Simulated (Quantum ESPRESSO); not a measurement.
# MnSe: turning two sublattices against each other, part 2 of 3

How does the energy of MnSe follow the angle between its sublattices, and is it a Heisenberg cosine?

Quantum ESPRESSO 7.5; LDA with U = 4 eV on Mn d (ortho-atomic projectors); plane waves with GBRV 1.5 LDA potentials, no spin-orbit coupling.

So far, largest spin moment in the atom's sphere (μB): step 2 (the collinear order that defines the sublattices) 4.50; step 3 (ferromagnetic, Kohn–Sham states 34, start moments [4.5, 4.5 …) 4.53.

The database entry behind the starting cell differs from later determinations by our own check (about 0.4 % short), so it need not match the best structure at ambient conditions.

**4. Angle 0°, no penalty**

The two sets tilt by half the angle to either side of z. A collinear state is stationary and needs no penalty.

Input file pw.in:

```
&CONTROL
  calculation = 'scf'
  prefix = 'pwscf'
  outdir = './tmp'
  pseudo_dir = './pseudo'
  disk_io = 'nowf'
/
&SYSTEM
  ibrav = 0
  celldm(1) = 8
  nat = 4
  ntyp = 2
  ecutwfc = 34
  ecutrho = 238
  nbnd = 60
  occupations = 'smearing'
  smearing = 'fd'
  degauss = 0.00734986
  noncolin = .true.
  starting_magnetization(1) = 0.3
  angle1(1) = 0
  angle2(1) = 0
  starting_magnetization(2) = 0
  nosym = .true.
/
&ELECTRONS
  conv_thr = 4d-08
  electron_maxstep = 150
  mixing_beta = 0.3
/
ATOMIC_SPECIES
Mn     54.9380 mn_lda_v1.5.uspp.F.UPF
Se     78.9710 se_lda_v1.uspp.F.UPF
CELL_PARAMETERS alat
   0.0000000000000    0.6425068823728    0.6425068823728
   1.2850137647455    0.0000000000000    1.2850137647455
   1.2850137647455    0.6425068823728    0.6425068823728
ATOMIC_POSITIONS crystal
Mn      0.0000000000    0.0000000000    0.0000000000
Mn      0.0000000000    0.5000000000    0.0000000000
Se      0.5000000000    0.0000000000    0.5000000000
Se      0.5000000000    0.5000000000    0.5000000000
K_POINTS automatic
4 2 4 0 0 0
HUBBARD {ortho-atomic}
U Mn-3d 4.0000
```

On the command line:

```console
$ OMP_NUM_THREADS=1 mpirun -n 4 pw.x -nk 4 -in pw.in > pw.out
```

Output:

```text
[banner, memory and clock lines left out]
Program PWSCF v.7.5 starts

     Found identity + (  0.0000  0.5000 -0.0000) symmetry
     This is a supercell, fractional translations are disabled

     bravais-lattice index     =            0
     lattice parameter (alat)  =       8.0000  a.u.
     unit-cell volume          =     543.2044 (a.u.)^3
     number of atoms/cell      =            4
     number of atomic types    =            2
     number of electrons       =        42.00
     number of Kohn-Sham states=           60
     kinetic-energy cutoff     =      34.0000  Ry
     charge density cutoff     =     238.0000  Ry
     scf convergence threshold =      4.0E-08
     mixing beta               =       0.3000
     number of iterations used =            8  plain     mixing
     Exchange-correlation= SLA  PZ   NOGX NOGC
                           (   1   1   0   0   0   0   0)
     Noncollinear calculation without spin-orbit

     Hubbard projectors: ortho-atomic
     Hubbard parameters of DFT+U (Dudarev formulation) in eV:
     U(Mn-3d) =  4.0000

     Internal variables: lda_plus_u =T, lda_plus_u_kind = 0

     Internal variables: orbital_resolved =F, hub_pot_fix =F, apply_U = F

     [... lines left out ...]
     PseudoPot. # 1 for Mn read from file:
     mn_lda_v1.5.uspp.F.UPF
     Pseudo is Ultrasoft + core correction, Zval = 15.0

     PseudoPot. # 2 for Se read from file:
     se_lda_v1.uspp.F.UPF
     Pseudo is Ultrasoft + core correction, Zval =  6.0

     atomic species   valence    mass     pseudopotential
     Mn               15.00    54.93800     Mn( 1.00)
     Se                6.00    78.97100     Se( 1.00)

     No symmetry found

   Cartesian axes

     site n.     atom                  positions (alat units)
         1        Mn     tau(   1) = (   0.0000000   0.0000000   0.0000000  )
         2        Mn     tau(   2) = (   0.6425069   0.0000000   0.6425069  )
         3        Se     tau(   3) = (   0.6425069   0.6425069   0.6425069  )
         4        Se     tau(   4) = (   1.2850138   0.6425069   1.2850138  )

     number of k points=    32  Fermi-Dirac smearing, width (Ry)=  0.0073

     Dense  grid:    33727 G-vectors     FFT dimensions: (  36,  72,  64)

     Smooth grid:    14607 G-vectors     FFT dimensions: (  27,  54,  48)

     Check: negative core charge=   -0.000017
     Generating pointlists ...
     new r_m :   0.2650 (alat units)  2.1203 (a.u.) for type    1
     new r_m :   0.2650 (alat units)  2.1203 (a.u.) for type    2

     Initial potential from superposition of free atoms

     starting charge      40.9997, renormalised to      42.0000

     STARTING HUBBARD OCCUPATIONS:

     ================= HUBBARD OCCUPATIONS ================
     ------------------------ ATOM    1 ------------------------
     Tr[ns(  1)] (up, down, total) =   5.00000  0.00000  5.00000
     [... lines left out ...]
     Atomic magnetic moment mx, my, mz =     0.000000    0.000000    5.000000
     ------------------------ ATOM    2 ------------------------
     Tr[ns(  2)] (up, down, total) =   5.00000  0.00000  5.00000
     [... lines left out ...]
     Atomic magnetic moment mx, my, mz =     0.000000    0.000000    5.000000

     Number of occupied Hubbard levels =   10.0000

     atom number    1 relative position :    0.0000   0.0000   0.0000
     charge :    13.654002  (integrated on a sphere of radius 0.265)
     magnetization :          0.000000    0.000000    4.027782
     magnetization/charge:    0.000000    0.000000    0.294989
     polar coord.: r, theta, phi [deg] :     4.027782    0.000000  360.000000

     atom number    2 relative position :    0.6425   0.0000   0.6425
     charge :    13.654002  (integrated on a sphere of radius 0.265)
     magnetization :          0.000000    0.000000    4.027782
     magnetization/charge:    0.000000    0.000000    0.294989
     polar coord.: r, theta, phi [deg] :     4.027782    0.000000  360.000000

     atom number    3 relative position :    0.6425   0.6425   0.6425
     charge :     4.253696  (integrated on a sphere of radius 0.265)
     magnetization :          0.000000    0.000000    0.057095
     magnetization/charge:    0.000000    0.000000    0.013423
     polar coord.: r, theta, phi [deg] :     0.057095    0.000000  360.000000

     atom number    4 relative position :    1.2850   0.6425   1.2850
     charge :     4.253696  (integrated on a sphere of radius 0.265)
     magnetization :          0.000000    0.000000    0.057095
     magnetization/charge:    0.000000    0.000000    0.013423
     polar coord.: r, theta, phi [deg] :     0.057095    0.000000  360.000000

     Atomic wfc used for Hubbard projectors are orthogonalized

     Starting wfcs are   68 randomized atomic wfcs

     Self-consistent Calculation

     iteration #  1     ecut=    34.00 Ry     beta= 0.30
     Davidson diagonalization with overlap
     ethr =  1.00E-02,  avg # of iterations =  4.0

     ================= HUBBARD OCCUPATIONS ================
     ------------------------ ATOM    1 ------------------------
     Tr[ns(  1)] (up, down, total) =   4.87205  0.14049  5.01254
     [... lines left out ...]
     Atomic magnetic moment mx, my, mz =     0.000000   -0.000000    4.731560
     ------------------------ ATOM    2 ------------------------
     Tr[ns(  2)] (up, down, total) =   4.87209  0.14050  5.01259
     [... lines left out ...]
     Atomic magnetic moment mx, my, mz =    -0.000000   -0.000000    4.731593

     Number of occupied Hubbard levels =   10.0251

     total energy              =    -508.47241042 Ry
     estimated scf accuracy    <       0.89574951 Ry

     total magnetization       =    -0.00    -0.00    10.00 Bohr mag/cell
     absolute magnetization    =    10.00 Bohr mag/cell

     [... further iterations left out ...]

     iteration # 12     ecut=    34.00 Ry     beta= 0.30
     Davidson diagonalization with overlap
     ethr =  1.04E-10,  avg # of iterations =  2.0

     atom number    1 relative position :    0.0000   0.0000   0.0000
     charge :    13.320021  (integrated on a sphere of radius 0.265)
     magnetization :         -0.000000    0.000000    4.532157
     magnetization/charge:   -0.000000    0.000000    0.340251
     polar coord.: r, theta, phi [deg] :     4.532157    0.000000  360.000000

     atom number    2 relative position :    0.6425   0.0000   0.6425
     charge :    13.320022  (integrated on a sphere of radius 0.265)
     magnetization :         -0.000000    0.000000    4.532157
     magnetization/charge:   -0.000000    0.000000    0.340251
     polar coord.: r, theta, phi [deg] :     4.532157    0.000000  360.000000

     atom number    3 relative position :    0.6425   0.6425   0.6425
     charge :     4.409553  (integrated on a sphere of radius 0.265)
     magnetization :          0.000000   -0.000000    0.105913
     magnetization/charge:    0.000000   -0.000000    0.024019
     polar coord.: r, theta, phi [deg] :     0.105913    0.000000  360.000000

     atom number    4 relative position :    1.2850   0.6425   1.2850
     charge :     4.409553  (integrated on a sphere of radius 0.265)
     magnetization :         -0.000000   -0.000000    0.105913
     magnetization/charge:   -0.000000   -0.000000    0.024019
     polar coord.: r, theta, phi [deg] :     0.105913    0.000000  360.000000

     End of self-consistent calculation

     ================= HUBBARD OCCUPATIONS ================
     ------------------------ ATOM    1 ------------------------
     Tr[ns(  1)] (up, down, total) =   4.97121  0.28499  5.25621
     [... lines left out ...]
     Atomic magnetic moment mx, my, mz =    -0.000000    0.000000    4.686220
     ------------------------ ATOM    2 ------------------------
     Tr[ns(  2)] (up, down, total) =   4.97121  0.28499  5.25621
     [... lines left out ...]
     Atomic magnetic moment mx, my, mz =    -0.000000    0.000000    4.686220

     Number of occupied Hubbard levels =   10.5124
     [... lines left out ...]
     the Fermi energy is     9.4758 ev

!    total energy              =    -508.62531993 Ry
     estimated scf accuracy    <       0.00000001 Ry
     smearing contrib. (-TS)   =      -0.00167871 Ry
     internal energy E=F+TS    =    -508.62364123 Ry

     The total energy is F=E-TS. E is the sum of the following terms:
     one-electron contribution =    -280.53320903 Ry
     hartree contribution      =     154.20319313 Ry
     xc contribution           =    -111.40817058 Ry
     ewald contribution        =    -270.97003917 Ry
     Hubbard energy            =       0.08458443 Ry

     total magnetization       =    -0.00     0.00    10.00 Bohr mag/cell
     absolute magnetization    =    10.00 Bohr mag/cell

     convergence has been achieved in  12 iterations
```

It took 77 s on 4 MPI ranks of Arm Neoverse V1, shared host; peak memory 0.63 GiB; 5.1 min of CPU time.

Spin moment in the atom's sphere by atom:

```
atom  x (μB)  y (μB)  z (μB)  size
 Mn1    0.00    0.00    4.53  4.53
 Mn2    0.00    0.00    4.53  4.53
 Se3    0.00    0.00    0.11  0.11
 Se4    0.00    0.00    0.11  0.11
```

Read from the output:

* smearing term TS: 0.02284 eV
* magnetization: 0, 0, 9.998 μB
* absolute magnetization: 9.998 μB
* final state: ferromagnetic

**5. Angle 45°, lambda 2 Ry**

A penalty pulls the polar angle of each moment to the typed one; its size and its azimuth are free.

Input file pw.in:

```
&CONTROL
  calculation = 'scf'
  prefix = 'pwscf'
  outdir = './tmp'
  pseudo_dir = './pseudo'
  disk_io = 'nowf'
/
&SYSTEM
  ibrav = 0
  celldm(1) = 8
  nat = 4
  ntyp = 4
  ecutwfc = 34
  ecutrho = 238
  nbnd = 60
  occupations = 'smearing'
  smearing = 'fd'
  degauss = 0.00734986
  noncolin = .true.
  starting_magnetization(1) = 0.3
  angle1(1) = 22.5
  angle2(1) = 0
  starting_magnetization(2) = 0.3
  angle1(2) = 22.5
  angle2(2) = 180
  starting_magnetization(3) = 0.0167
  angle1(3) = 5.711
  angle2(3) = 180
  starting_magnetization(4) = 0.0167
  angle1(4) = 5.711
  angle2(4) = 0
  constrained_magnetization = 'atomic direction'
  lambda = 2
  nosym = .true.
/
&ELECTRONS
  conv_thr = 4d-08
  electron_maxstep = 150
  mixing_beta = 0.3
/
ATOMIC_SPECIES
Mn1    54.9380 mn_lda_v1.5.uspp.F.UPF
Mn2    54.9380 mn_lda_v1.5.uspp.F.UPF
Se1    78.9710 se_lda_v1.uspp.F.UPF
Se2    78.9710 se_lda_v1.uspp.F.UPF
CELL_PARAMETERS alat
   0.0000000000000    0.6425068823728    0.6425068823728
   1.2850137647455    0.0000000000000    1.2850137647455
   1.2850137647455    0.6425068823728    0.6425068823728
ATOMIC_POSITIONS crystal
Mn1     0.0000000000    0.0000000000    0.0000000000
Mn2     0.0000000000    0.5000000000    0.0000000000
Se1     0.5000000000    0.0000000000    0.5000000000
Se2     0.5000000000    0.5000000000    0.5000000000
K_POINTS automatic
4 2 4 0 0 0
HUBBARD {ortho-atomic}
U Mn1-3d 4.0000
U Mn2-3d 4.0000
```

Output:

```text
     [... lines left out ...]
Program PWSCF v.7.5 starts
     [... lines left out ...]
     number of atoms/cell      =            4
     [... lines left out ...]
     number of electrons       =        42.00
     number of Kohn-Sham states=           60
     kinetic-energy cutoff     =      34.0000  Ry
     charge density cutoff     =     238.0000  Ry
     scf convergence threshold =      4.0E-08
     [... lines left out ...]
     Noncollinear calculation without spin-orbit
     [... lines left out ...]
     No symmetry found
     [... lines left out ...]
     number of k points=    32  Fermi-Dirac smearing, width (Ry)=  0.0073
     [... lines left out ...]
     iteration # 23     ecut=    34.00 Ry     beta= 0.30
     [... lines left out ...]
     constraint energy (Ry) =      0.00000289
     atom number    1 relative position :    0.0000   0.0000   0.0000
     [... lines left out ...]
     magnetization :          1.734863   -0.000031    4.181788
     [... lines left out ...]
     atom number    2 relative position :    0.6425   0.0000   0.6425
     [... lines left out ...]
     magnetization :         -1.734951   -0.000029    4.181824
     [... lines left out ...]
     atom number    3 relative position :    0.6425   0.6425   0.6425
     [... lines left out ...]
     magnetization :         -0.010232   -0.000001    0.098461
     [... lines left out ...]
     atom number    4 relative position :    1.2850   0.6425   1.2850
     [... lines left out ...]
     magnetization :          0.010883   -0.000001    0.098428
     [... lines left out ...]
     Tr[ns(  1)] (up, down, total) =   4.79111  0.46672  5.25783
     [... lines left out ...]
     Tr[ns(  2)] (up, down, total) =   4.79109  0.46665  5.25775
     [... lines left out ...]
     the Fermi energy is     9.4697 ev
!    total energy              =    -508.62546813 Ry
     estimated scf accuracy    <       0.00000002 Ry
     smearing contrib. (-TS)   =      -0.00164738 Ry
     [... lines left out ...]
     total magnetization       =     0.00    -0.00     9.23 Bohr mag/cell
     absolute magnetization    =     9.96 Bohr mag/cell
     [... lines left out ...]
     convergence has been achieved in  23 iterations
```

Run time: 3.5 min. Hardware: 4 MPI ranks; peak memory 0.66 GiB; 14 min of CPU time.

Spin moment in the atom's sphere by atom:

| atom | x (μB) | y (μB) | z (μB) | size |
| --- | --- | --- | --- | --- |
| Mn1 | 1.73 | 0.00 | 4.18 | 4.53 |
| Mn2 | -1.74 | 0.00 | 4.18 | 4.53 |
| Se3 | -0.01 | 0.00 | 0.10 | 0.10 |
| Se4 | 0.01 | 0.00 | 0.10 | 0.10 |

This step gave:

```yaml
smearing_term_ts: 0.02241 eV
magnetization: 0, 0, 9.226 μB
absolute_magnetization: 9.96 μB
penalty_energy: 0.0393 meV
final_state: non-collinear
```

**6. Angle 90°, lambda 2 Ry**

pw.in, as its differences from that of step 5:

```diff
@@ -20,12 +20,12 @@
   starting_magnetization(1) = 0.3
-  angle1(1) = 22.5
+  angle1(1) = 45
   angle2(1) = 0
   starting_magnetization(2) = 0.3
-  angle1(2) = 22.5
+  angle1(2) = 45
   angle2(2) = 180
-  starting_magnetization(3) = 0.0167
-  angle1(3) = 5.711
+  starting_magnetization(3) = 0.0121
+  angle1(3) = 15.945
   angle2(3) = 180
-  starting_magnetization(4) = 0.0167
-  angle1(4) = 5.711
+  starting_magnetization(4) = 0.0121
+  angle1(4) = 15.945
   angle2(4) = 0
```

Output:

```text
     [... lines left out ...]
Program PWSCF v.7.5 starts
     [... lines left out ...]
     number of atoms/cell      =            4
     [... lines left out ...]
     number of electrons       =        42.00
     number of Kohn-Sham states=           60
     kinetic-energy cutoff     =      34.0000  Ry
     charge density cutoff     =     238.0000  Ry
     scf convergence threshold =      4.0E-08
     [... lines left out ...]
     Noncollinear calculation without spin-orbit
     [... lines left out ...]
     No symmetry found
     [... lines left out ...]
     number of k points=    32  Fermi-Dirac smearing, width (Ry)=  0.0073
     [... lines left out ...]
     iteration #150     ecut=    34.00 Ry     beta= 0.30
     [... lines left out ...]
     constraint energy (Ry) =      0.00524277
     [... lines left out ...]
     estimated scf accuracy    <       0.32669216 Ry
     total magnetization       =    -0.27     3.08     9.80 Bohr mag/cell
     absolute magnetization    =    16.56 Bohr mag/cell
     [... lines left out ...]
     convergence NOT achieved after 150 iterations: stopping
[key lines of the parts left out:]
total energy              =    -507.90321884 Ry
```

The job ended after 42 min (4 MPI ranks; peak memory 0.66 GiB).

Residual by cycle:

cycle, log10 residual and a bar from the least value:
```
        1        1.1 ###############
       15        3.1 ##########################
       28        0.3 ###########
       42       -0.2 #########
       55       -0.9 #####
       69        4.0 ##############################
       82       -1.1 ####
       96       -1.5 ##
      109       -1.9 
      123       -0.8 ######
      136       -1.6 #
      150        0.6 #############
```

No converged result was reached; the numbers in the log don't describe the system.

After 150 cycles the residual stands at 4.4, against 2.1 at cycle 76 and a least value of 0.011. The cap of 150 cycles in the input ended the loop.

**7. Angle 135°, lambda 2 Ry**

pw.in, as its differences from that of step 6:

```diff
@@ -20,12 +20,12 @@
   starting_magnetization(1) = 0.3
-  angle1(1) = 45
+  angle1(1) = 67.5
   angle2(1) = 0
   starting_magnetization(2) = 0.3
-  angle1(2) = 45
+  angle1(2) = 67.5
   angle2(2) = 180
-  starting_magnetization(3) = 0.0121
-  angle1(3) = 15.945
+  starting_magnetization(3) = 0.0083
+  angle1(3) = 36.87
   angle2(3) = 180
-  starting_magnetization(4) = 0.0121
-  angle1(4) = 15.945
+  starting_magnetization(4) = 0.0083
+  angle1(4) = 36.87
   angle2(4) = 0
```

Output:

```text
     [... lines left out ...]
Program PWSCF v.7.5 starts
     [... lines left out ...]
     number of atoms/cell      =            4
     [... lines left out ...]
     number of electrons       =        42.00
     number of Kohn-Sham states=           60
     kinetic-energy cutoff     =      34.0000  Ry
     charge density cutoff     =     238.0000  Ry
     scf convergence threshold =      4.0E-08
     [... lines left out ...]
     Noncollinear calculation without spin-orbit
     [... lines left out ...]
     No symmetry found
     [... lines left out ...]
     number of k points=    32  Fermi-Dirac smearing, width (Ry)=  0.0073
     [... lines left out ...]
     iteration #150     ecut=    34.00 Ry     beta= 0.30
     [... lines left out ...]
     constraint energy (Ry) =      0.00056660
     [... lines left out ...]
     estimated scf accuracy    <       0.02670170 Ry
     total magnetization       =     0.13    -0.65     3.32 Bohr mag/cell
     absolute magnetization    =    11.07 Bohr mag/cell
     [... lines left out ...]
     convergence NOT achieved after 150 iterations: stopping
[key lines of the parts left out:]
total energy              =    -508.57006490 Ry
```

The job ended after 43 min (4 MPI ranks; peak memory 0.66 GiB).

Residual by cycle:

cycle, log10 residual and a bar from the least value:
```
        1        1.1 ############
       15       -0.7 #
       28       -0.9 
       42        3.0 ########################
       55        2.5 #####################
       69        0.0 ######
       82       -0.2 #####
       96       -0.2 #####
      109        4.0 ##############################
      123       -0.3 ####
      136       -0.7 ##
      150       -0.4 ###
```

The run stopped without converging, so none of its numbers is a property of the system.

After 150 cycles the residual stands at 0.36, against 1.9 at cycle 76 and a least value of 0.081. The cap of 150 cycles in the input ended the loop.

[end of part 2 of 3]

[Logs and program files are shortened in this print: banners, set-up blocks, solver, clock and traceback lines can be left out without a mark of their own.]

[Logs are printed without paths, hosts, clocks, repeated set-up lines and the standing remarks that a program may print on its own settings, such as how far it seeks lower states.]

[Hosts, paths, dates, database ids (printed as entryN), source tags and the programs' standing remarks are cut or masked in the printed files.]

[Where a cell is said to come from a database of computed structures, the database is the Materials Project.]
